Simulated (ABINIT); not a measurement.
Planning a run of ABINIT 10.8.3 on ZnWO4 (P2/c). The input:

```
acell 3*1.0 Angstrom
rprim 
  4.698600000000 0.000000000000 0.000000000000
  0.000000000000 5.729300000000 0.000000000000
  -0.052988409000 0.000000000000 4.936415614400
ntypat 3
znucl 30 74 8
natom 12
typat 1 1 2 2 3 3 3 3 3 3 3 3
xred 
  0.500000000000 0.684000000000 0.250000000000
  0.500000000000 0.316000000000 0.750000000000
  0.000000000000 0.182580000000 0.250000000000
  0.000000000000 0.817420000000 0.750000000000
  0.216900000000 0.105100000000 0.936300000000
  0.783100000000 0.105100000000 0.563700000000
  0.783100000000 0.894900000000 0.063700000000
  0.216900000000 0.894900000000 0.436300000000
  0.256500000000 0.377700000000 0.399600000000
  0.743500000000 0.377700000000 0.100400000000
  0.743500000000 0.622300000000 0.600400000000
  0.256500000000 0.622300000000 0.899600000000
pp_dirpath "pseudos"
pseudos "Zn.upf, W.upf, O.upf"
ecut 36
ngkpt 2 2 2
nshiftk 1
shiftk 0 0 0
kptopt 1
chksymbreak 0
istwfk *1
occopt 1
irdwfk 1
optdriver 3
nband 102
ecuteps 3.2
inclvkb 2
awtr 1
symchi 1
indata_prefix "in"
outdata_prefix "out"
tmpdata_prefix "tmp"
```

```sh
OMP_NUM_THREADS=1 mpirun -n 4 abinit run.abi > log
```

**Question.** Estimate wall time and host memory on 4 MPI ranks of AMD EPYC 7571, shared host.

It took 4.7 min; on shared hardware allow 2.3 min to 9.3 min. Peak host memory was 3.0 GiB.

[Paths, hosts, dates, memory and timing lines, banners, echoed tables and standing remarks are left out of the program output.]

[Logs are printed without paths, hosts, clocks, repeated set-up lines and the standing remarks that a program may print on its own settings, such as how far it seeks lower states.]

[Runs of the session that timed out or met a known fault of the program may be left out.]

[Hosts, paths, dates, database ids (printed as entryN), source tags and the programs' standing remarks are cut or masked in the printed files.]

[G0W0 gaps are taken among the corrected bands and points alone; a level outside them can change the order at an edge.]

[Where Ansatz stands beside ABINIT at settings called matched, ABINIT's density can come from a denser mesh and the files from another edition; pairs whose starting gaps differed by over 0.03 eV were left out, so agreement reads better than it is.]
